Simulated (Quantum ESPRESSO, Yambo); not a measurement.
# PtS2 (1T monolayer): G0W0 with Yambo, start to end, part 2 of 2

Wanted: ground state, empty states, screening and self-energy for PtS2 (1T monolayer).

Quantum ESPRESSO 7.5 and Yambo 5.3.0; PBE and many-body steps on it, plane waves. Known limits of the many-body steps: not at the basis limit; no spin polarisation; d states lean on the start; no spin-orbit coupling.

So far. Step 3 (Bands along the symmetry lines): The gap is 1.767 eV, as in the run before at this level. Step 4 (Empty states on the mesh, 6×6×1 mesh, 235 bands): On this mesh the gap is 2.039 eV. The earlier step found 1.767 eV, so this mesh misses an edge.

**5. Conversion and set-up**

This step: Yambo 5.3.0; conversion and set-up on PBE, plane waves, norm-conserving pseudopotentials.

The states are converted to the many-body program's format and the q mesh is built.

Run with:

```bash
(cd o/x.save; p2y > p2y.log; mv SAVE ../..); yambo > setup.log
```

The program printed:

```text
 Yambo, version 5.3.0

 [02] CORE Variables Setup
 =========================

  [02.01] Unit cells
  ==================

  Cell kind             :  HCP
  Atoms in the cell     :  Pt  S
  number of Pt atoms    :  1
  number of S  atoms    :  2

  List of atomic masses
  Mass of Pt    :  195.0800
  Mass of S     :  32.06000

  List of atomic coordinates    : [cc]
  Pt1       :   0.00000   0.00000  14.17295  order 1
  S1       : -0.33765E-09   3.8988       16.493      order 2
  S2       :   3.37650   1.94942  11.85264  order 3

  Alat factors          :   6.75301   5.84827  28.34589 [a.u.]
  Direct lattice volume :   1119.48    [a.u.]
  Direct lattice vectors:  A[ 1 ]  A[ 2 ]  A[ 3 ]
   A[ 1 ]:  1.000000  0.000000  0.000000  [iru]
   6.753006  0.000000  0.000000  [cc]
   A[ 2 ]: -0.500000  1.000000  0.000000  [iru]
  -3.376503  5.848275  0.000000  [cc]
   A[ 3 ]:  0.000000  0.000000  1.000000  [iru]
    0.00000   0.00000  28.34589  [cc]

  Recip. lattice volume :  0.221577 [a.u.]
  Recip. lattice vectors:  B[ 1 ]  B[ 2 ]  B[ 3 ]
   B[ 1 ]:  1.000000  0.500000  0.000000  [iku]
   0.930428  0.537183 -0.000000  [cc]
   B[ 2 ]:  0.000000  1.000000  0.000000  [iku]
   0.000000  1.074366  0.000000  [cc]
   B[ 3 ]:  0.000000  0.000000  1.000000  [iku]
   0.000000 -0.000000  0.221661  [cc]

  [02.02] Symmetries
  ==================

  Inversion symmetry    : yes
  Spatial inversion     : yes
  Inversion index       :   7
  K-space Time-reversal : no
  Magnetic symmetries   : no
  Group table correct   : yes
  Symmetries units      :  [cc]

   [S  1]:   1.0000       0.0000       0.0000      0.25178E-16   1.0000       0.0000       0.0000       0.0000       1.0000
   [S  2]:   1.0000       0.0000       0.0000      0.25178E-16  -1.0000       0.0000       0.0000       0.0000      -1.0000
   [S  3]: -0.500000  0.866025  0.000000 -0.866025 -0.500000  0.000000  0.000000  0.000000  1.000000
[...]
[S 11]:  0.500000  0.866025  0.000000  0.866025 -0.500000  0.000000  0.000000  0.000000  1.000000
   [S 12]:  0.500000 -0.866025  0.000000 -0.866025 -0.500000  0.000000  0.000000  0.000000  1.000000

  [02.03] Reciprocal space
  ========================

  nG shells         :   4653
  nG charge         :  100255
  nG WFs            :  15311
  nC WFs            :  12619
  G-vecs. in first 80 shells:  [ Number ]
     1    3    5    7    9   15   27   29   41
    53   55   67   79   81   93   95  101  113
   125  137  149  151  163  175  181  193  205
[...]
787   811   823   835   837   849   861   885
  ...
  Shell energy in first 80 shells:  [ mHa ]
[...]
4703.98      4728.93      4765.21      4815.10      4924.32      5194.18      5218.74      5243.69      5269.02
    5281.11      5292.44      5392.23      5415.28      5527.54      5587.25      5612.19      5808.35      5846.15
[...]
K/Q-points units:
  rlu = crystal or reduced units; cc = cartesian coordinates; iku = interal k-units

  K [1]          [rlu]:  0.000000  0.000000  0.000000
         WF components:  12619
  K [2]          [rlu]:  0.000000  0.166667  0.000000
         WF components:  12560
  K [3]          [rlu]:  0.000000  0.333333  0.000000
         WF components:  12540
  K [4]          [rlu]:  0.000000 -0.500000  0.000000
         WF components:  12518
  K [5]          [rlu]:  0.166667  0.166667  0.000000
         WF components:  12521
  K [6]          [rlu]:  0.166667  0.333333  0.000000
         WF components:  12506
  K [7]          [rlu]:  0.333333  0.333333  0.000000
         WF components:  12492

  [02.05] Energies & Occupations
  ==============================

  [X] === General ===
  [X] Electronic Temperature                        :  0.000000  0.000000 [eV K]
  [X] Bosonic    Temperature                        :  0.000000  0.000000 [eV K]
  [X] Finite Temperature mode                       : no
  [X] El. density                                   :  0.18084E+24 [cm-3]
  [X] Fermi Level                                   : -0.891573 [eV]

  [X] === Gaps and Widths ===
  [X] Conduction Band Min                           :  2.039184 [eV]
  [X] Valence Band Max                              :  0.000000 [eV]
  [X] Filled Bands                                  :  15
  [X] Empty Bands                                   :   16  235
  [X] Direct Gap                                    :  2.064822 [eV]
  [X] Direct Gap localized at k                     :  2
  [X] Indirect Gap                                  :  2.039184 [eV]
  [X] Indirect Gap between kpts                     :   5   2
  [X] Last valence band width                       :  1.366419 [eV]
  [X] 1st conduction band width                     :  1.156560 [eV]

  E @ K [1]:  [eV]
  -98.63536 -52.78141 -52.78141 -52.67634 -13.98564 -11.76250  -5.52509  -5.52509
[...]
occ @ K [1]
[...]
E @ K [2]:  [eV]
[...]
occ @ K [2]
[...]
E @ K [3]:  [eV]
[...]
occ @ K [3]
[...]
E @ K [4]:  [eV]
[...]
occ @ K [4]
[...]
E @ K [5]:  [eV]
[...]
occ @ K [5]
[...]
E @ K [6]:  [eV]
[...]
occ @ K [6]
[...]
E @ K [7]:  [eV]
[...]
occ @ K [7]
[...]
0.000000  0.000000  0.000000  0.000000  0.000000  0.000000  0.000000  0.000000
   0.000000  0.000000  0.000000  0.000000  0.000000  0.000000  0.000000  0.000000

 [03] Transferred momenta grid and indexing
 ==========================================

 IBZ Q-points                                      :   7
 BZ  Q-points                                      :   36

 K/Q-points units:
 rlu = crystal or reduced units; cc = cartesian coordinates; iku = interal k-units

 Q [1]          [rlu]:  0.000000  0.000000  0.000000
 Q [2]          [rlu]:  0.48455E-17  0.16667       0.0000
 Q [3]          [rlu]:  0.96910E-17  0.33333       0.0000
 Q [4]          [rlu]: -0.14536E-16 -0.50000       0.0000
 Q [5]          [rlu]:  0.166667  0.166667  0.000000
 Q [6]          [rlu]:  0.166667  0.333333  0.000000
 Q [7]          [rlu]:  0.333333  0.333333  0.000000

  [03.01] X indexes
  =================

   [03.01.01] Sigma indexes
   ========================

 [06] Game Over & Game summary
```

Run time: 3.9 s. Hardware: 1 MPI rank of Arm Neoverse N1, shared host; peak memory 0.25 GiB.

**6. Screening and self-energy, 6×6×1 mesh, 235 bands, screening to 163.3 eV**

Now the one-shot GW correction: screening in the RPA, then the self-energy of the levels asked for.

This step: G0W0 on PBE, plane waves, norm-conserving pseudopotentials.

gw3.in reads:

```
HF_and_locXC
gw0
dyson
ppa
em1d
rim_cut
rim_w
RandQpts= 3000000
RandGvec= 100 RL
CUTGeo= "slab z"
RandGvecW= 9 RL
EXXRLvcs= 76 Ry
VXCRLvcs= 304 Ry
Chimod= "HARTREE"
% BndsRnXp
 1 | 235 |
%
NGsBlkXp= 12 Ry
% LongDrXp
 1 | 1 | 0 |
%
% GbndRnge
 1 | 235 |
%
DysSolver= "n"
ExtendOut
PPAPntXp= 27.21138 eV
% QPkrange
 5 | 5 | 14 | 17 |
 2 | 2 | 14 | 17 |
 1 | 1 | 14 | 17 |
%
```

Run with:

```bash
OMP_NUM_THREADS=1 mpirun -n 4 yambo -F gw3.in -J gw3 -C gw3 > gw3.log
```

The program printed:

```text
 Yambo, version 5.3.0

 [02] CORE Variables Setup
 =========================

  [... cell, symmetries and grids as in the set-up ...]

  [02.05] Energies & Occupations
  ==============================

  [X] === General ===
  [X] Electronic Temperature                        :  0.000000  0.000000 [eV K]
  [X] Bosonic    Temperature                        :  0.000000  0.000000 [eV K]
  [X] Finite Temperature mode                       : no
  [X] El. density                                   :  0.18084E+24 [cm-3]
  [X] Fermi Level                                   : -0.891573 [eV]

  [X] === Gaps and Widths ===
  [X] Conduction Band Min                           :  2.039184 [eV]
  [X] Valence Band Max                              :  0.000000 [eV]
  [X] Filled Bands                                  :  15
  [X] Empty Bands                                   :   16  235
  [X] Direct Gap                                    :  2.064822 [eV]
  [X] Direct Gap localized at k                     :  2
  [X] Indirect Gap                                  :  2.039184 [eV]
  [X] Indirect Gap between kpts                     :   5   2
  [X] Last valence band width                       :  1.366419 [eV]
  [X] 1st conduction band width                     :  1.156560 [eV]

 [03] Transferred momenta grid and indexing
 ==========================================

 IBZ Q-points                                      :   7
 BZ  Q-points                                      :   36

 K/Q-points units:
 rlu = crystal or reduced units; cc = cartesian coordinates; iku = interal k-units

 Q [1]          [rlu]:  0.000000  0.000000  0.000000
 Q [2]          [rlu]:  0.48455E-17  0.16667       0.0000
 Q [3]          [rlu]:  0.96910E-17  0.33333       0.0000
 Q [4]          [rlu]: -0.14536E-16 -0.50000       0.0000
 Q [5]          [rlu]:  0.166667  0.166667  0.000000
 Q [6]          [rlu]:  0.166667  0.333333  0.000000
 Q [7]          [rlu]:  0.333333  0.333333  0.000000

 [04] Coloumb potential Random Integration (RIM)
 ===============================================

 Performing RIM of v_slab

  [04.01] RIM initialization
  ==========================

  * Diagonal components only detected *

  8 x (sBL volume)        :  0.049239 [a.u.]
  sBZ random points       :  3000000
  Points outside the sBZ  :  24001124
  RL volume               :  0.221577 [a.u.]
  Integrated volume       :  0.221567 [a.u.]

  [04.02] RIM integrals
  =====================

  Gamma point sphere radius             :  0.042044 [a.u.]
  Points outside the sphere             :  2398760
  [Int_sBZ(q=0) 1/q^2]*(Vol_sBZ)^(-1/3) =:  7.537039
                                 should be <:  7.795600

  Summary of Coulomb integrals for non-metallic bands |Q|[au] RIM/Bare

  Q [1] 0.100000E-4 0.966832 * Q [2] 0.179061 1.019959
  Q [5] 0.310143 1.030508 * Q [3] 0.358122 1.026927
  Q [6] 0.473751 1.018421 * Q [4] 0.537183 1.015215
  Q [7] 0.620285 1.011349
  Non-periodic chartesian directions : none
  Optical renormalization            :  28.34589 [au]
  Polarizability dimension           : length

 [05] Coloumb potential CutOffslab
 =================================

 Cut directionsZ
 Slab Cutoff:Z
 Symmetry test passed : yes

 [06] Dipoles
 ============

  [06.01] Setup: observables and procedures
  =========================================

  [WARNING] [x,Vnl] slows the Dipoles computation. To neglect it rename the ns.kb_pp file

 [07] Dynamic Dielectric Matrix (PPA)
 ====================================

 [WR./gw3//ndb.pp]---------------------------------------------------------------
  Brillouin Zone Q/K grids (IBZ/BZ)                :    7   36    7   36
  RL vectors                                       :  15319 [WF]
  Coulomb cutoff potential                         : slab z
  Electronic Temperature                           :  0.000000 [K]
  Bosonic    Temperature                           :  0.000000 [K]
  PPA    diel. fun.  energies                      : Perdew, Burke & Ernzerhof(X)+Perdew, Burke & Ernzerhof(C)
  wavefunctions                                    : Perdew, Burke & Ernzerhof(X)+Perdew, Burke & Ernzerhof(C)
  Global Gauge                                     : length
  X matrix size                                    :   811
  X band range                                     :    1  235
  X e/h energy range                               : -1.000000 -1.000000 [eV]
  X Time ordering                                  : R
  X Hxc Kernel                                     : HARTREE
  X Drude frequency                                :  0.000000  0.000000
  X poles                                          :  100.0000 [o/o]
  RL vectors in the sum                            :  15319
  [r,Vnl] included                                 : yes
  Field direction                                  :  0.707107E-5  0.707107E-5   0.00000
  BZ energy Double Grid                            : no
  BZ energy DbGd points                            : 0
  BZ Q point size factor                           : -1.000000
  X Optical Averaged directions                    : none

 [08] Local Exchange-Correlation + Non-Local Fock
 ================================================

 [VXC] Plane waves :  100255
 [EXS] Plane waves :  12631

 QP @ state[ 1 ] K range:  1  2
 QP @ state[ 1 ] b range:  14  17
 QP @ state[ 2 ] K range:   5   5
 QP @ state[ 2 ] b range:  14  17

 [xc] Functional : Perdew, Burke & Ernzerhof(X)+Perdew, Burke & Ernzerhof(C)
 [xc] LIBXC used to calculate xc functional
  PP Number of Atomic Species                      :  2
  NLCC RL compoments                               :  100255
  PP Number of Atomic Species                      :  2
  NLCC RL compoments                               :  100255

 [xc] E_xc :  -16.11413 [Ha]
      E_xc :  -32.22826 [Ry]

  Local XC kind (lXC) : Perdew, Burke & Ernzerhof(X)+Perdew, Burke & Ernzerhof(C)
  Non-Local XC kind (nlXC) : Hartree-Fock

  Corrections @ K [1] :  [eV]
 <14|nlXC|14> = -15.91028  0.10915E-16 <14|lXC|14> = -13.81681 -0.37763E-15
 <15|nlXC|15> = -15.91027 -0.36110E-17 <15|lXC|15> = -13.81680  0.47204E-16
 <16|nlXC|16> = -13.04571 -0.15183E-17 <16|lXC|16> = -16.89907 -0.37763E-15
 <17|nlXC|17> = -13.04572  0.12600E-18 <17|lXC|17> = -16.89907  0.56645E-15

  Corrections @ K [2] :  [eV]
 <14|nlXC|14> = -17.52371  0.32616E-17 <14|lXC|14> = -15.09466 -0.94408E-16
 <15|nlXC|15> = -19.68488 -0.29719E-17 <15|lXC|15> = -16.66488  0.000000
 <16|nlXC|16> = -12.69829 -0.54492E-17 <16|lXC|16> = -16.07135 -0.94408E-16
 <17|nlXC|17> = -12.70911  0.69795E-18 <17|lXC|17> = -16.55165  0.94408E-16

  Corrections @ K [5] :  [eV]
 <14|nlXC|14> = -20.78625  0.32660E-17 <14|lXC|14> = -17.35329  0.37763E-15
 <15|nlXC|15> = -17.62198 -0.31620E-17 <15|lXC|15> = -15.01162 -0.18882E-15
 <16|nlXC|16> = -12.08893 -0.53519E-17 <16|lXC|16> = -15.64451  0.000000
 <17|nlXC|17> = -12.79463 -0.52939E-18 <17|lXC|17> = -16.45290 -0.35403E-15

 [09] Dyson equation: Newton solver
 ==================================

  [09.01] RIM-W interpolation
  ===========================

  [WARNING] RIM-W works only for 2D semiconductors with slab cutoff
  Found compatible q grid: 2D
  q_min[ 1 ]:  0.16667      0.47076E-13   0.0000     [rlu]
   0.166667  0.083333  0.000000 [iku]
  q_min[ 2 ]:  0.48455E-17  0.16667       0.0000     [rlu]
   0.48455E-17  0.16667       0.0000     [iku]
  G-vectors :   9
  G-vectors loaded:   63
  Number of interpolated frequencies:  2

  Evaluating coefficients q = 0
  Evaluating coefficients q = 0

  [09.02] RIM-W integrals
  =======================

  8 x (sBL volume)        :  0.049239 [a.u.]
  sBZ random points       :  3000000
  Points outside the sBZ  :  24001124
  RL volume               :  0.221577 [a.u.]
  Integrated volume       :  0.221567 [a.u.]

  [09.03] RIM integrals
  =====================

  Comparison between head Wc = W - v averages: < Wc > [au] RIM-W/RIM

   < -Wc [Q = 1] > 0.357413E-1 0.440771E-4 * < -Wc [Q = 2] > 0.005439 0.005248
   < -Wc [Q = 3] > 0.974681E-3 0.954801E-3 * < -Wc [Q = 4] > 0.326778E-3 0.323217E-3
   < -Wc [Q = 5] > 0.001429 0.001394 * < -Wc [Q = 6] > 0.460506E-3 0.454818E-3
   < -Wc [Q = 7] > 0.213449E-3 0.211141E-3

  Comparison between head Wc = W - v averages: < Wc > [au] RIM-W/RIM

   < -Wc [G = 1,G`=0] > 0.357413E-1 0.440771E-4 * < -Wc [G = 2,G`=0] >-0.002272 0.000000
   < -Wc [G = 3,G`=0] >-0.002271 0.000000 * < -Wc [G = 4,G`=0] > 0.490224E-4  0.00000
   < -Wc [G = 5,G`=0] > 0.489798E-4  0.00000 * < -Wc [G = 6,G`=0] > 0.117324E-3  0.00000
   < -Wc [G = 7,G`=0] > 0.117363E-3  0.00000 * < -Wc [G = 8,G`=0] >-0.308899E-4  0.00000
   < -Wc [G = 9,G`=0] >-0.308909E-4  0.00000

 [10] G0W0 (W PPA)
 =================

 [  GW  ] Bands range     :    1  235
 [GW/PPA] G damping       :  0.100000 [eV]

 QP @ state[ 1 ] K range:  1  2
 QP @ state[ 1 ] b range:  14  17
 QP @ state[ 2 ] K range:   5   5
 QP @ state[ 2 ] b range:  14  17

  Sc/G bands                                       :    1  235
  Sc/G damping                                     :  0.100000 ev
  Sc bands terminator                              : no
  Sx RL components                                 :  12631

  QP @ state[ 1 ] K range                          :  1  2
  QP @ state[ 1 ] b range                          :  14  17
  QP @ state[ 2 ] K range                          :   5   5
  QP @ state[ 2 ] b range                          :  14  17
  GF energies kind                                 : Perdew, Burke & Ernzerhof(X)+Perdew, Burke & Ernzerhof(C)
  GF WF`s kind                                     : Perdew, Burke & Ernzerhof(X)+Perdew, Burke & Ernzerhof(C)
  Xs energies kind                                 : Perdew, Burke & Ernzerhof(X)+Perdew, Burke & Ernzerhof(C)
  Xs WF`s kind                                     : Perdew, Burke & Ernzerhof(X)+Perdew, Burke & Ernzerhof(C)

 [14] Game Over & Game summary
```

Wall time 31 min (4 MPI ranks); peak memory 3.1 GiB; 2.1 h of CPU time.

Numbers from this step:

| Property | Result |
| --- | --- |
| G0W0 gap on the points computed | 3.272 eV |
| starting gap on the mesh | 2.039 eV |
| k of the valence top | 0, 0.1667, 0 |
| k of the conduction bottom | 0, 0.1667, 0 |
| least direct G0W0 gap on the computed points | 3.272 eV |
| Z at the valence top | 0.7463 |
| Z at the conduction bottom | 0.7530 |

The gap on the mesh goes from 2.04 eV to 3.27 eV, a correction of +1.23 eV. The start differs from the 1.77 eV found before because the two sample other k points.

Limits: finite bands, cutoff and mesh; no spin polarisation; d states lean on the start; no spin-orbit coupling. v1 is the top filled band, c1 the lowest empty one. The levels before and after the correction (eV, zero at the valence-band top of each column):

|  | conduction bottom | valence top |
| --- | --- | --- |
| Kohn-Sham | 2.04 | 0.00 |
| G0W0 | 3.27 | 0.00 |

|  | level | energy (eV) |
| --- | --- | --- |
| Kohn-Sham | (0 0.167 0) v2 | -0.225 |
| Kohn-Sham | (0 0.167 0) v1 | -0.026 |
| Kohn-Sham | (0 0.167 0) c1 | 2.039 |
| Kohn-Sham | (0 0.167 0) c2 | 2.864 |
| G0W0 | (0 0.167 0) v2 | -0.331 |
| G0W0 | (0 0.167 0) v1 | 0.000 |
| G0W0 | (0 0.167 0) c1 | 3.272 |
| G0W0 | (0 0.167 0) c2 | 4.159 |

**7. Where the time went**

Times are wall times on the hardware named with each run, good to a factor of about two.

| step | time | share | memory (GiB) |
| --- | --- | --- | --- |
| ground state | 41 s | 2 % | 0.55 |
| bands along the symmetry lines | 21 s | 1 % | 0.42 |
| empty states on the mesh | 1.9 min | 6 % | 1.3 |
| conversion and set-up | 3.9 s | 0 % | 0.25 |
| screening and self-energy | 31 min | 91 % | 3.1 |

**8. What came out**

```
PBE gap                              : 1.77 eV, indirect
G0W0 gap on the mesh                 : 3.27 eV
G0W0 gap over the zone (rigid shift) : 3.00 eV
GW settings                          : 6×6×1 mesh, 235 bands, screening to 163.3 eV, Godby-Needs plasmon pole
known limits                         : not at the basis limit; no spin polarisation; d states lean on the start; no spin-orbit coupling
```

What this shows: G0W0 moves the gap on the mesh from 2.04 eV to 3.27 eV (+1.23 eV), with Z of 0.75 and 0.75 at the edges. The mesh misses the band edges by 0.27 eV in all; a rigid shift gives 3.00 eV for the zone. Only 3 of the mesh's irreducible points were corrected, so a valley elsewhere could overtake. The dearest step here is «screening and self-energy». Bands and cutoff are finite, so the gap is not at the basis limit. The miss can reach some tenths of an eV and take either sign; the mesh is an error of its own. In the G0W0 run levels were corrected at 3 k points alone, so a gap called «on the mesh» is the least over those, and an edge elsewhere would be missed. A denser mesh or path gives a starting gap of 1.77 eV: the GW mesh misses a band edge, so its gaps are not the fundamental one. The runs have no spin polarisation. For a closed low-spin shell that is the natural state; where a d or f shell is open it is a constraint, and the gap is then not the crystal's own. With d states at the gap, one-shot GW leans hard on its start. The many-body steps are scalar-relativistic: spin-orbit coupling is not in them.

[Paths, hosts, dates, memory and timing lines, banners, echoed tables and standing remarks are left out of the program output.]

[Logs are printed without paths, hosts, clocks, repeated set-up lines and the standing remarks that a program may print on its own settings, such as how far it seeks lower states.]

[Runs of the session that timed out or met a known fault of the program may be left out.]

[Hosts, paths, dates, database ids (printed as entryN), source tags and the programs' standing remarks are cut or masked in the printed files.]
